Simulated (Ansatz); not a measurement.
# AgSb2 (hypothetical, Fm-3m): a volume series of phonon spectra, part 2 of 4

Which modes of AgSb2 (hypothetical) drive its thermal expansion? The crystal structure is hypothetical: it was made by swapping elements on a known structure type.

Ansatz 0.2.0; DFT PBE, scalar-relativistic, plane waves, PAW.

So far. Step 2 (Probe on a coarse mesh): The start is under 3.3 GPa at this level and looks like a metal on this mesh. Step 4 (Tight relaxation): The residual pressure is 1.9e-4 GPa, small enough for phonons.

### Step 5. Lattice dynamics at this volume, V/V0 1

The same q-mesh and k-mesh are kept at every volume, so that much of their error can cancel in the differences.

The input, input.yaml:

```yaml
crystal:
  lattice:
    - [0.0, 3.4416633593, 3.4416633593]
    - [3.4416633593, 0.0, 3.4416633593]
    - [3.4416633593, 3.4416633593, 0.0]
  atoms:
    - { symbol: Sb, position: [0.25, 0.25, 0.25] }
    - { symbol: Sb, position: [0.75, 0.75, 0.75] }
    - { symbol: Ag, position: [0.0, 0.0, 0.0] }
kpoints:
  mp_grid: { grid: [12, 12, 12] }
hamiltonian:
  xc: pbe
scf:
  occupations: { method: methfessel_paxton, width: 0.15 }
output:
  eigenvalues: true
phonons:
  method: dfpt
  qmesh: [2, 2, 2]
  temperatures: { t_max: 1000, t_step: 50 }
  qpath:
    path:
      - [[0.0, 0.0, 0.0], [0.5, 0.0, 0.5], [0.625, 0.25, 0.625]]
      - [[0.375, 0.375, 0.75], [0.0, 0.0, 0.0], [0.5, 0.5, 0.5], [0.5, 0.25, 0.75], [0.5, 0.0, 0.5]]
    npoints: 10
```

On the command line:

```sh
$ ansatz run input.yaml --threads 4 --pin off --max-ram 8192MiB --backend cpu --events-out ev --progress --plain --runs-dir out
```

Numbers of over 12 decimals in the logs are rounded to 6 here.

What it wrote:

```text
[...]
Crystal: 3 atoms, lattice volume = 81.533 Å³
Basis set: ecut = 420 eV, 1639 PW (Γ), exchange–correlation on 72×72×72 points (8 copies of the dense FFT grid, shifted against one another)
Bands: 30, of which v1, the nominal top of the filled ones, is band 25 counted from 1 (24 counted from 0)
Symmetry: 48 space group operations
k-points: 72 of 1728
[...]
SCF iter   1: F=—  HF=-20559.118874 eV  |F-HF|=—  |Δ(HF+E_count)|=         —  Δρ=1.98e-3  dr2=3.35e-3  ethr=1.77e-3  ⟨swp⟩=6.2  Hψ=8815  notcnv=0
[...]
SCF iter   8: F=-20559.118295 eV  HF=-20559.118295 eV  |F-HF|=7.28e-12  |Δ(HF+E_count)|=  2.91e-11  S|Δr|=    0.00e0  Δρ=3.55e-8  dr2=1.14e-12  ethr=1.00e-12  ⟨swp⟩=8.7  Hψ=11130  notcnv=0
SCF 1 converged in 8 iterations: F = -20559.118295 eV  dr2 = 1.14e-12
[...]
phonons: the bands overlap, so this run is a metal and interpolates without the dipole-dipole term. If the crystal is really an insulator or semiconductor, its LO-TO splitting is missing
NSCF: frozen V_eff on 72 k-points
WARN: eigensolver did not converge (k=35): 1 band(s) unlocked after 20 sweeps at ethr=1.60e-12 eV (storage-precision floor; scheduled 1.00e-12 eV) (lowest unlocked band 29, counted from 0; max residual 2.96e-6 eV among the unlocked bands, 2.96e-6 eV over every band; other slots of this pass that fall short are told together in one closing line; warning suppressed until the next SCF loop or pass starts)
WARN: eigensolver did not converge in 2 slots of this pass, the one above among them; of largest residual over every band (k=66): 1 band(s) unlocked (lowest unlocked band 29, counted from 0; max residual 1.04e-4 eV among the unlocked bands, 1.04e-4 eV over every band); of lowest unlocked band (k=35): band 29
[...]
DFPT response loops at q = (0, 0, 0) (fractional): preconditioner auto → Kerker (q_TF=auto, 2.506 Å⁻¹) (partly filled bands, converged f_vac=0.053); β = 1.00, the filter's whole step (`scf.mixing.beta` (0.50) is not read by the response loops under this deck's `scf.mixing.preconditioner`; to damp them name `kerker` or `kerker_dos`, under which they read `scf.mixing.beta`, and type it under 1.00, their step now; both keys bind the ground state too); Broyden in place of MSR1
[...]
SCF converged after 8 iterations
[...]
Free energy (F): -20559.118295 eV
[...]
Internal energy: -20559.118361 eV  (E = F + TS)
E sigma→0 (E₀):  -20559.118311 eV
Entropy (-TS):   0.000066 eV (0.022 meV/atom)
Fermi energy:    10.932390 eV
[...]
--- Band table (eV; the first three rows and the last of 72) ---
  k-point 0: bands = [... 21 lower, 10.2751, 10.2751, 10.2751, 11.9025, 11.9025, 11.9025, 14.0873, 14.0873, ... 1 higher]
  k-point 1: bands = [... 21 lower, 9.9425, 10.1939, 10.1939, 11.7171, 11.8222, 11.8222, 14.0070, 14.2180, ... 1 higher]
  k-point 2: bands = [... 21 lower, 9.2819, 9.9892, 9.9892, 11.3429, 11.6042, 11.6042, 14.1119, 14.6156, ... 1 higher]
  k-point 71: bands = [... 21 lower, 6.2336, 7.2456, 10.3140, 10.3140, 14.0199, 14.1763, 14.7769, 15.0599, ... 1 higher]
--- Phonons (Γ-DFPT): 2 representative perturbations + reference (Σ response iterations 6) ---
  ASR residual: 2.993e-5 → 0.000e0 eV/Å²; symmetrization residual: 1.090e-4 eV/Å²
  ASR residual per site (eV/Å²): 2.99e-5 2.99e-5 1.97e-6
  Γ frequencies (cm⁻¹): 0.00 0.00 0.00 66.63 66.63 66.63 99.84 99.84 99.84
--- Phonons (arbitrary-q DFPT): 3 irreducible q on the 2×2×2 mesh ---
  q = [0.0000, 0.0000, 0.0000] (star 1, of the zone-centre solve; hermiticity 7.96e-5, symmetrization 5.53e-12): -0.00 -0.00 -0.00 66.63 66.63 66.63 99.84 99.84 99.84
  q = [0.0000, 0.0000, -0.5000] (star 4, 2 solved perturbations on 476 of 1728 k-point pairs; hermiticity 2.58e-5, symmetrization 1.81e-11): 29.07 29.07 56.96 75.17 75.17 102.69 112.98 114.29 114.29
  q = [0.0000, -0.5000, -0.5000] (star 3, 4 solved perturbations in 886 linear systems a pass and spin channel, the states on 280 of 1728 k-point pairs; hermiticity 5.13e-5, symmetrization 1.58e-12): 30.37 30.37 61.65 61.65 75.84 85.73 97.72 102.72 102.72
  sum rule: each row above includes the acoustic sum rule's correction from the zone centre's row sums; it moved no ω² by more than (0.26 cm⁻¹)²
  mesh force constants: q→R imaginary residual 4.07e-17; ASR residual 2.993e-5 → 0.000e0 eV/Å²; symmetrization residual 1.776e-15 eV/Å²
  interpolated dispersion: 62 rows × 9 modes
  density of states and harmonic sums: on the 16×16×16 q-mesh, interpolated from the force constants of a 2×2×2 supercell (no non-analytic term)
  largest difference from the sums on the solved wave vectors: F 8.78e-2 eV, S 1.20e-4 and C_V 3.23e-5 eV/K
  zero-point energy: 0.041846 eV/cell   skipped modes (ω ≤ 0): 3   left out of the sums: 8.14e-5 of the cell's modes: C_V's classical limit lies that fraction below 3 k_B per atom; for a crystal, a wire or a layer, F and S can be off by more, and a phonons.interpolated_qmesh denser along its periods is the remedy for the sampling
```

Wall time 2.4 min (4 threads of Arm Neoverse V2, shared host); peak memory 2.8 GiB.

This step gave:

```
lowest frequency on the path             : 0 cm⁻¹
zero-point energy                        : 0.04185 eV/cell
point group                              : m-3m
highest frequency                        : 114.3 cm⁻¹
Debye temperature from the second moment : 149 K
```

No LO-TO term. The phonon branches at the labelled points (cm⁻¹):

```csv
point,branch 1,branch 2,branch 3,branch 4,branch 5,branch 6,branch 7,branch 8,branch 9
Γ,0,0,0,67,67,67,100,100,100
halfway,29,29,62,66,66,76,102,107,107
X,30,30,62,62,76,86,98,103,103
halfway,30,36,59,63,76,90,94,104,106
U,30,45,56,66,76,92,100,107,110
jump to K,30,45,56,66,76,92,100,107,110
halfway,24,39,51,71,72,82,106,108,111
Γ,0,0,0,67,67,67,100,100,100
halfway,24,24,54,70,70,78,107,107,108
L,29,29,57,75,75,103,113,114,114
halfway,31,42,54,72,74,96,107,110,113
W,39,45,45,71,77,92,101,101,113
halfway,36,36,55,66,77,93,93,103,109
X,30,30,62,62,76,86,98,103,103
```

The phonon branches as a text plot (rows in cm⁻¹):

```
    112 |                 *******            *****************
    107 |    *****     *************       **        ****     *
    102 | **************          ****  ***     ****    *********
     98 |**         ***  **           **       *    ***    **  **
     93 |              ********               *        ********
     88 |             **       *                               **
     83 |           **          *            *
     79 |      *****                        *            ******
     74 |   ***  *  **************         *  ************     **
     69 | **    *          ***********  ******            ****
     64 |************  ****         ****                      **
     60 |      *     ****                                      **
     55 |    **          ***                ***********      **
     50 |                  *******         *           **   *
     45 |                **    *  **                   *****
     40 |   *           *       *         *          **  ****
     36 |              *                            *   *   ***
     31 |  *   **************    *  *           ********       **
     26 |    **              ***  **     *   ***
     21 |   *                   **         **
     17 | **                      ****    *
     12 |                           *   **
      7 | *                          *  *
      2 |*                            **
         Γ           X  U|K            Γ         L        W     X
```

Tetrahedra on 16 16 16, mean over bins of 1 cm⁻¹. Table of phonon density of states by wavenumber; read off at these points:

wavenumber (cm⁻¹), phonon density of states (1/cm⁻¹/cell) and a bar:
```
      0.5      0.000 
      3.5      0.000 
      6.5      0.000 
      9.5      0.002 
     12.5      0.003 
     15.5      0.006 
     18.5      0.010 #
     22.5      0.020 ##
     25.5      0.039 ###
     28.5      0.109 #########
     30.5      0.206 #################
     31.5      0.193 ###############
     34.5      0.080 ######
     37.5      0.060 #####
     40.5      0.059 #####
     43.5      0.061 #####
     46.5      0.040 ###
     49.5      0.027 ##
     52.5      0.133 ###########
     53.5      0.166 #############
     55.5      0.111 #########
     59.5      0.018 #
     62.5      0.014 #
     65.5      0.044 ###
     68.5      0.123 ##########
     71.5      0.245 ####################
     74.5      0.375 ##############################
     77.5      0.024 ##
     80.5      0.016 #
     83.5      0.020 ##
     86.5      0.029 ##
     89.5      0.042 ###
     92.5      0.115 #########
     96.5      0.055 ####
     99.5      0.053 ####
    102.5      0.123 ##########
    105.5      0.202 ################
    108.5      0.263 #####################
    111.5      0.341 ###########################
    114.5      0.004
```

Harmonic. Thermo, by row:

```csv
T (K),F_vib (meV/atom),S (J/mol-atom/K),C_V (J/mol-atom/K)
0,13.95,0,0
50,11.43,12.84,16.95
100,0.92,26.75,22.4
150,-15.52,36.14,23.75
200,-36.11,43.05,24.26
250,-59.89,48.5,24.5
300,-86.21,52.98,24.64
350,-114.7,56.78,24.72
400,-145,60.09,24.77
450,-176.9,63.01,24.8
500,-210.2,65.62,24.83
550,-244.8,67.99,24.85
600,-280.6,70.15,24.86
650,-317.5,72.14,24.88
700,-355.4,73.98,24.89
750,-394.2,75.7,24.89
800,-433.8,77.31,24.9
850,-474.3,78.82,24.9
900,-515.5,80.24,24.91
950,-557.4,81.59,24.91
1000,-600.1,82.87,24.91
```

Phonopy on the run's constants, 15x15x15 mesh, Gaussian sigma 2.0 cm⁻¹. The modes by wavenumber; read off at these points; values in 1/cm⁻¹/cell:

```csv
wavenumber (cm⁻¹),Ag,Sb
-5.00,0,7.8e-6
-2.50,2.7e-5,6.0e-5
0.00,5.0e-5,1.2e-4
2.50,4.0e-5,8.0e-5
5.00,1.4e-4,3.0e-4
7.50,4.3e-4,9.2e-4
10.00,6.4e-4,0.00134
12.50,9.8e-4,0.00196
15.00,0.0022,0.00426
17.50,0.00311,0.00575
20.00,0.00516,0.00882
22.50,0.00889,0.0140
25.00,0.0173,0.0245
27.50,0.0394,0.0512
30.00,0.0638,0.0805
30.70,0.0659,0.0829
32.50,0.0571,0.0713
35.00,0.0381,0.0461
37.50,0.0289,0.0338
40.00,0.0273,0.0314
42.50,0.0271,0.0311
45.00,0.0250,0.0287
47.50,0.0214,0.0249
50.00,0.0299,0.0356
52.50,0.0502,0.0597
54.00,0.0544,0.0648
55.00,0.0496,0.0600
57.50,0.0233,0.0337
60.00,0.00555,0.0181
62.50,0.00124,0.0238
65.00,7.0e-4,0.0553
67.50,9.9e-4,0.105
70.00,0.00147,0.155
72.50,0.00263,0.198
73.90,0.00338,0.211
75.00,0.00350,0.199
77.50,0.00277,0.103
80.00,0.00279,0.0267
82.50,0.00380,0.0151
85.00,0.00600,0.0188
87.50,0.00770,0.0281
90.00,0.00840,0.0564
92.50,0.00728,0.0771
95.00,0.0083,0.0589
97.50,0.0152,0.0429
100.00,0.0340,0.0434
102.50,0.0689,0.0607
105.00,0.103,0.0869
107.50,0.127,0.113
109.40,0.135,0.128
110.00,0.134,0.129
112.50,0.0984,0.0991
115.00,0.0324,0.0330
117.50,0.00353,0.00355
120.00,1.1e-4,1.1e-4
122.50,0,0
```

No LO-TO term. The modes at Γ (shares of kinetic energy by element, %):

```csv
mode,frequency (cm⁻¹),symmetry,Sb %,Ag %
1,0.0,T1u,69,31
2,0.0,T1u,69,31
3,0.0,T1u,69,31
4,66.6,T2g,100,0
5,66.6,T2g,100,0
6,66.6,T2g,100,0
7,99.8,T1u,31,69
8,99.8,T1u,31,69
9,99.8,T1u,31,69
```

Displacements in mode 6 (66.6 cm⁻¹), the largest set to 1:
```
Sb1  0.46 -0.52  1.00
Sb2 -0.46  0.52 -1.00
Ag3  0.00  0.00  0.00
```

Displacements in mode 9 (99.8 cm⁻¹), the largest set to 1:
```
Sb1  0.00  0.18 -0.44
Sb2  0.00  0.18 -0.44
Ag3  0.00 -0.41  1.00
```

No mode is imaginary beyond numerical noise at the solved wavevectors.

### Step 6. A cell at another volume, V/V0 1.015

Symmetry fixes every atom, so a single point at the scaled cell gives the energy and pressure of this member.

The cell differs from the one that the last finished run ended in (a 4.867 → 4.891 Å, b 4.867 → 4.891 Å, c 4.867 → 4.891 Å).

input.yaml, the sections that differ from step 5:

```yaml
crystal:
  lattice:
    - [0.0, 3.4587863444, 3.4587863444]
    - [3.4587863444, 0.0, 3.4587863444]
    - [3.4587863444, 3.4587863444, 0.0]
  atoms:
    - { symbol: Sb, position: [0.25, 0.25, 0.25] }
    - { symbol: Sb, position: [0.75, 0.75, 0.75] }
    - { symbol: Ag, position: [0.0, 0.0, 0.0] }
output:
  forces: true
  stress: true
  eigenvalues: true
# kpoints, hamiltonian, scf: as in step 5
# phonons: removed
```

What it wrote:

```text
[...]
Crystal: 3 atoms, lattice volume = 82.756 Å³
Basis set: ecut = 420 eV, 1639 PW (Γ), exchange–correlation on 72×72×72 points (8 copies of the dense FFT grid, shifted against one another)
Bands: 30, of which v1, the nominal top of the filled ones, is band 25 counted from 1 (24 counted from 0)
Symmetry: 48 space group operations
[...]
k-points: 72 of 1728
[...]
SCF iter   1: F=—  HF=-20559.115408 eV  |F-HF|=—  |Δ(HF+E_count)|=         —  Δρ=1.92e-3  dr2=3.08e-3  ethr=1.77e-3  ⟨swp⟩=6.2  Hψ=8781  notcnv=0
[...]
SCF iter   5: F=-20559.114885 eV  HF=-20559.114885 eV  |F-HF|=1.47e-8  |Δ(HF+E_count)|=   2.75e-7  S|Δr|=    0.00e0  Δρ=8.52e-6  dr2=4.31e-8  ethr=2.04e-10  ⟨swp⟩=8.3  Hψ=11258  notcnv=0
SCF 1 converged in 5 iterations: F = -20559.114885 eV  dr2 = 4.31e-8
[...]
SCF converged after 5 iterations
[...]
Free energy (F): -20559.114885 eV
[...]
Internal energy: -20559.114881 eV  (E = F + TS)
E sigma→0 (E₀):  -20559.114884 eV
Entropy (-TS):   -0.000003 eV (-0.001 meV/atom)
Fermi energy:    10.685952 eV
[...]
--- Stress (GPa, compression-positive) ---
       -0.881526      -0.000000      -0.000000
       -0.000000      -0.881526       0.000000
        0.000000       0.000000      -0.881526
  P = ⅓ Tr σ = -0.8815 GPa (-8.815 kbar)
--- Band table (eV; the first three rows and the last of 72) ---
  k-point 0: bands = [... 21 lower, 10.0359, 10.0359, 10.0359, 11.6577, 11.6577, 11.6577, 13.7977, 13.8676, ... 1 higher]
  k-point 1: bands = [... 21 lower, 9.7138, 9.9582, 9.9582, 11.4602, 11.5770, 11.5770, 13.7623, 13.9968, ... 1 higher]
  k-point 2: bands = [... 21 lower, 9.0659, 9.7616, 9.7616, 11.0804, 11.3598, 11.3598, 13.8675, 14.3889, ... 1 higher]
  k-point 71: bands = [... 21 lower, 6.0537, 7.0606, 10.0705, 10.0705, 13.7614, 13.8765, 14.4547, 14.8394, ... 1 higher]
```

Elapsed: 2.5 s, on 4 threads; peak memory 0.47 GiB.

This step gave:

```yaml
pressure: -0.8815 GPa
volume_per_atom: 27.59 Å³
```

The run ends at a pressure of -0.88 GPa.

### Step 7. Phonons, V/V0 1.015

Phonons at this volume give one point of F(V, T); meshes stay fixed along the series.

input.yaml, the sections that differ from step 6:

```yaml
output:
  eigenvalues: true
phonons:
  method: dfpt
  qmesh: [2, 2, 2]
  temperatures: { t_max: 1000, t_step: 50 }
  qpath:
    path:
      - [[0.0, 0.0, 0.0], [0.5, 0.0, 0.5], [0.625, 0.25, 0.625]]
      - [[0.375, 0.375, 0.75], [0.0, 0.0, 0.0], [0.5, 0.5, 0.5], [0.5, 0.25, 0.75], [0.5, 0.0, 0.5]]
    npoints: 10
# crystal, kpoints, hamiltonian, scf: as in step 6
```

What it wrote:

```text
[...]
Crystal: 3 atoms, lattice volume = 82.756 Å³
Basis set: ecut = 420 eV, 1639 PW (Γ), exchange–correlation on 72×72×72 points (8 copies of the dense FFT grid, shifted against one another)
Bands: 30, of which v1, the nominal top of the filled ones, is band 25 counted from 1 (24 counted from 0)
Symmetry: 48 space group operations
k-points: 72 of 1728
[...]
k-point 71: bands = [... 21 lower, 6.0537, 7.0607, 10.0706, 10.0706, 13.7614, 13.8766, 14.4548, 14.8396, ... 1 higher]
[...]
ASR residual: 2.535e-5 → 0.000e0 eV/Å²; symmetrization residual: 1.082e-4 eV/Å²
  ASR residual per site (eV/Å²): 2.53e-5 2.53e-5 1.26e-5
  Γ frequencies (cm⁻¹): 0.00 0.00 0.00 61.49 61.49 61.49 96.00 96.00 96.00
--- Phonons (arbitrary-q DFPT): 3 irreducible q on the 2×2×2 mesh ---
[...]
interpolated dispersion: 62 rows × 9 modes
[...]
[key lines of the parts left out:]
SCF converged after 8 iterations
Free energy (F): -20559.114885 eV
Fermi energy:    10.685995 eV
```

Elapsed: 2.5 min, on 4 threads; peak memory 2.8 GiB.

No mode is imaginary beyond numerical noise at the solved wavevectors. The highest zone-centre mode (no LO–TO term) moved by -3.8 % for a volume change of +1.5 %.

### Step 8. A cell at another volume, V/V0 0.985

Symmetry fixes every atom, so a single point at the scaled cell gives the energy and pressure of this member.

The cell differs from the one that the last finished run ended in (a 4.891 → 4.843 Å, b 4.891 → 4.843 Å, c 4.891 → 4.843 Å).

input.yaml, the sections that differ from step 7:

```yaml
crystal:
  lattice:
    - [0.0, 3.4243682767, 3.4243682767]
    - [3.4243682767, 0.0, 3.4243682767]
    - [3.4243682767, 3.4243682767, 0.0]
  atoms:
    - { symbol: Sb, position: [0.25, 0.25, 0.25] }
    - { symbol: Sb, position: [0.75, 0.75, 0.75] }
    - { symbol: Ag, position: [0.0, 0.0, 0.0] }
output:
  forces: true
  stress: true
  eigenvalues: true
# kpoints, hamiltonian, scf: as in step 7
# phonons: removed
```

What it wrote:

```text
[...]
Crystal: 3 atoms, lattice volume = 80.310 Å³
Basis set: ecut = 420 eV, 1471 PW (Γ), exchange–correlation on 72×72×72 points (8 copies of the dense FFT grid, shifted against one another)
Bands: 30, of which v1, the nominal top of the filled ones, is band 25 counted from 1 (24 counted from 0)
Symmetry: 48 space group operations
[...]
k-points: 72 of 1728
[...]
k-point 0: bands = [... 21 lower, 10.5216, 10.5216, 10.5216, 12.1544, 12.1544, 12.1544, 14.3136, 14.3136, ... 1 higher]
  k-point 1: bands = [... 21 lower, 10.1780, 10.4367, 10.4367, 11.9815, 12.0744, 12.0744, 14.2543, 14.4458, ... 1 higher]
  k-point 2: bands = [... 21 lower, 9.5045, 10.2235, 10.2235, 11.6129, 11.8558, 11.8558, 14.3621, 14.8492, ... 1 higher]
  k-point 71: bands = [... 21 lower, 6.4187, 7.4363, 10.5653, 10.5653, 14.2856, 14.4848, 15.1089, 15.2866, ... 1 higher]
[key lines of the parts left out:]
SCF converged after 5 iterations
Free energy (F): -20559.114667 eV
Fermi energy:    11.186162 eV
P = ⅓ Tr σ = 0.9644 GPa (9.644 kbar)
```

It took 2 s on 4 threads; peak memory 0.46 GiB.

The run ends at a pressure of 0.96 GPa.

[end of part 2 of 4]

[Logs are printed without paths, hosts, clocks, repeated set-up lines and the standing remarks that a program may print on its own settings, such as how far it seeks lower states.]

[Hosts, paths, dates, database ids (printed as entryN), source tags and the programs' standing remarks are cut or masked in the printed files.]

[A step with changed settings may run another functional than the one named; its input shows which.]


